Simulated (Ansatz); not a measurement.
# TiO2 (Rutile): how robust is the cRPA U?, part 2 of 2

Wanted: the sensitivity and cost of U and J for TiO2 (Rutile).

Ansatz 0.2.0; constrained RPA on LDA, plane waves, PAW.

So far. Step 5 (Changed: accuracy high): On the Ti d shell, screening brings the on-site interaction from 16.2 eV down to U = 3.26 eV. Step 6 (Changed: accuracy low): On the Ti d shell, screening brings the on-site interaction from 16.2 eV down to U = 3.25 eV.

## (7) Changed: a hybrid parent, which the program doesn't serve

This step: constrained RPA on HSE06, plane waves, PAW.

input.yaml reads:

```yaml
crystal:
  lattice:
    - [2.2961, 2.2961, 3.24717576]
    - [-2.2961, -2.2961, 3.24717576]
    - [2.09119759, -2.09119759, 0.0]
  atoms:
    - { symbol: Ti, position: [0.0, 0.0, 0.0] }
    - { symbol: Ti, position: [0.5, 0.5, 0.5] }
    - { symbol: O, position: [0.30496, 0.30496, 0.0] }
    - { symbol: O, position: [0.19504, 0.80496, 0.5] }
    - { symbol: O, position: [0.69504, 0.69504, 0.0] }
    - { symbol: O, position: [0.80496, 0.19504, 0.5] }
kpoints:
  mp_grid: { grid: [8, 8, 12] }
hamiltonian:
  xc: hse06
scf:
  occupations: { method: gaussian, width: 0.08 }
  n_extra_bands: 24
  max_iter: 150
  lower_state_search: "off"
output:
  crpa:
    kmesh: [4, 4, 6]
    target_bands: [c1, c10]
    projections: [{ species: Ti, l: d, shell: 3 }]
```

The run is started by

```bash
$ ansatz run input.yaml --threads 8 --pin off --max-ram 14745MiB --backend cpu --events-out ev --progress --plain --runs-dir out
```

Numbers of over 12 decimals in the logs are rounded to 6 here.

The log of the run:

```text
Error: output.crpa with hamiltonian.xc: <hybrid> — the cRPA pass is not lent the exchange term, and with exact exchange the velocity is complete only between two filled bands or a filled and an empty one, where its q→0 head needs it between a partly filled band and a filled or an empty one too; use an LDA or GGA functional, or a τ-reading meta-GGA without exact exchange such as r2scan
```

Run time: 0.03 s. Hardware: 8 threads of Arm Neoverse V2, shared host; peak memory 0.029 GiB.

The program refused the input before any cycle.

The program's message: “Error: output.crpa with hamiltonian.xc: <hybrid> — the cRPA pass is not lent the exchange term, and with exact exchange the velocity is complete only between two filled bands or a filled and an empty …”

The fault put into this input: a hybrid parent, which the program doesn't serve.

## (8) Changed: potentials

This step: constrained RPA on LDA, plane waves, norm-conserving pseudopotentials.

input.yaml, as its differences from that of step 7:

```diff
@@ -15,3 +15,4 @@
 hamiltonian:
-  xc: hse06
+  xc: lda
+  pseudopotentials: { kind: nc }
 scf:
```

The log of the run:

```text
[...]
Crystal: 6 atoms, lattice volume = 62.367 Å³
Basis set: ecut = 1142.878222 eV, 5481 PW (Γ)
Bands: 48, of which v1, the nominal top of the filled ones, is band 24 counted from 1 (23 counted from 0)
Symmetry: 16 space group operations
[...]
k-points: 105 of 768
[...]
χ-basis size per q: N_G = 216..232
[...]
screened: U = 3.2857 eV, U' = 2.4547 eV, J = 0.3975 eV
      screened, to within: U = 3.2e-3 eV, U' = 3.2e-3 eV, J = 5.5e-4 eV
      bare: V = 16.2095 eV, V' = 15.0610 eV, J = 0.5319 eV
[...]
screened: U = 3.2609 eV, U' = 2.4609 eV, J = 0.4037 eV
      screened, to within: U = 3.1e-3 eV, U' = 3.1e-3 eV, J = 5.7e-4 eV
      bare: V = 16.1474 eV, V' = 15.0765 eV, J = 0.5474 eV
[...]
[key lines of the parts left out:]
SCF converged after 9 iterations
Free energy (F): -5036.739724 eV
Fermi energy:    9.711708 eV
```

Elapsed: 23 min, on 8 threads; peak memory 2.2 GiB; 2.9 h of CPU time.

This step gave:

```
U                                                 : 3.286 eV
U prime (inter-orbital)                           : 2.455 eV
J                                                 : 0.3975 eV
bare V                                            : 16.21 eV
bare J                                            : 0.5319 eV
stated bound on U                                 : 0.003156 eV
U over bare V                                     : 0.2027
electrons in the window                           : 0
head of the constrained inverse dielectric matrix : 0.1289
least eigenvalue of the projection's overlap      : 0.3219
target functions                                  : 10
bands in the sums                                 : 68
width of the target bands                         : 5.799 eV
weight of the projected orbitals in the window    : 0.7674
```

On the Ti d shell, screening brings the on-site interaction from 16.2 eV down to U = 3.29 eV.

## (9) Changed: potentials

This step: constrained RPA on LDA, plane waves, PAW.

input.yaml, as its differences from that of step 8:

```diff
@@ -16,3 +16,3 @@
   xc: lda
-  pseudopotentials: { kind: nc }
+  pseudopotentials: { kind: paw, source: ansatz }
 scf:
```

The log of the run:

```text
Ti: projections on atomic orbitals take those of the free atom [Ne] 3s2 3p6 3d2 4s2, of charge +0.00 (hamiltonian.pseudopotentials.projection_atoms); the dataset's partial waves leave at most 3.9e-6 of an orbital's norm unspanned inside its sphere
[...]
Crystal: 6 atoms, lattice volume = 62.367 Å³
Basis set: ecut = 930 eV, 4027 PW (Γ)
[...]
χ-basis size per q: N_G = 216..232
[...]
screened: U = 3.2569 eV, U' = 2.4255 eV, J = 0.3973 eV
      screened, to within: U = 3.0e-3 eV, U' = 3.0e-3 eV, J = 5.1e-4 eV
      bare: V = 16.2078 eV, V' = 15.0577 eV, J = 0.5321 eV
[...]
screened: U = 3.2313 eV, U' = 2.4319 eV, J = 0.4037 eV
      screened, to within: U = 3.0e-3 eV, U' = 3.0e-3 eV, J = 5.3e-4 eV
      bare: V = 16.1446 eV, V' = 15.0735 eV, J = 0.5479 eV
[...]
[key lines of the parts left out:]
SCF converged after 8 iterations
Free energy (F): -7130.572293 eV
Fermi energy:    9.605713 eV
```

Run time: 19 min. Hardware: 8 threads; peak memory 1.7 GiB; 2.5 h of CPU time.

Numbers from this step:

```yaml
u: 3.257 eV
u_prime_inter_orbital: 2.426 eV
j: 0.3973 eV
bare_v: 16.21 eV
bare_j: 0.5321 eV
stated_bound_on_u: 0.002975 eV
u_over_bare_v: 0.2009
electrons_in_the_window: 0
head_of_the_constrained_inverse_dielectric_matrix: 0.1269
least_eigenvalue_of_the_projection_s_overlap: 0.3132
target_functions: 10
bands_in_the_sums: 68
width_of_the_target_bands: 5.800 eV
weight_of_the_projected_orbitals_in_the_window: 0.7646
```

On the Ti d shell, screening brings the on-site interaction from 16.2 eV down to U = 3.26 eV.

## (10) Side by side

Times are wall times on 8 threads of Arm Neoverse V2, shared host, good to a factor of about two.

```csv
run,bare V (eV),U (eV),J (eV),bound on U (eV),width (eV),time
target window,16.22,3.260,0.398,0.0024,5.79,5.7 min
2×2×4 mesh,16.28,3.237,0.398,0.0026,5.79,27 s
2×2×2 mesh,16.57,3.298,0.405,0.0028,5.79,13 s
accuracy high,16.22,3.260,0.398,0.0011,5.79,5.9 min
accuracy low,16.22,3.248,0.398,0.0414,5.79,2.6 min
potentials,16.21,3.286,0.397,0.0032,5.80,23 min
potentials,16.21,3.257,0.397,0.0030,5.80,19 min
```

## (11) Outcome

```yaml
target_window: U 3.26 eV, J 0.40 eV
2x2x4_mesh: U 3.24 eV, J 0.40 eV
2x2x2_mesh: U 3.30 eV, J 0.41 eV
accuracy_high: U 3.26 eV, J 0.40 eV
accuracy_low: U 3.25 eV, J 0.40 eV
potentials: U 3.29 eV, J 0.40 eV
potentials: U 3.26 eV, J 0.40 eV
```

In words: 2×2×4 mesh moves U by −0.02 eV at 0.080 times the time. 2×2×2 mesh moves U by +0.04 eV at 0.039 times the time. Accuracy high moves U by +0.00 eV (within the solver's bounds, for the mean over orbitals). Accuracy low moves U by −0.01 eV (within the solver's bounds, for the mean over orbitals) at 0.47 times the time. Potentials moves U by +0.03 eV at 4.0 times the time. Potentials moves U by −0.003 eV (within the solver's bounds, for the mean over orbitals) at 3.4 times the time. The printed bound covers the solver alone, not the mesh, and no denser mesh than the base was run. The parent state is non-magnetic and the interaction static (zero frequency); U depends on the window and the orbitals, so it belongs to this model alone.

[Paths, hosts, dates, memory and timing lines, banners, echoed tables and standing remarks are left out of the program output.]

[Logs are printed without paths, hosts, clocks, repeated set-up lines and the standing remarks that a program may print on its own settings, such as how far it seeks lower states.]

[Runs of the session that timed out or met a known fault of the program may be left out.]

[Hosts, paths, dates, database ids (printed as entryN), source tags and the programs' standing remarks are cut or masked in the printed files.]
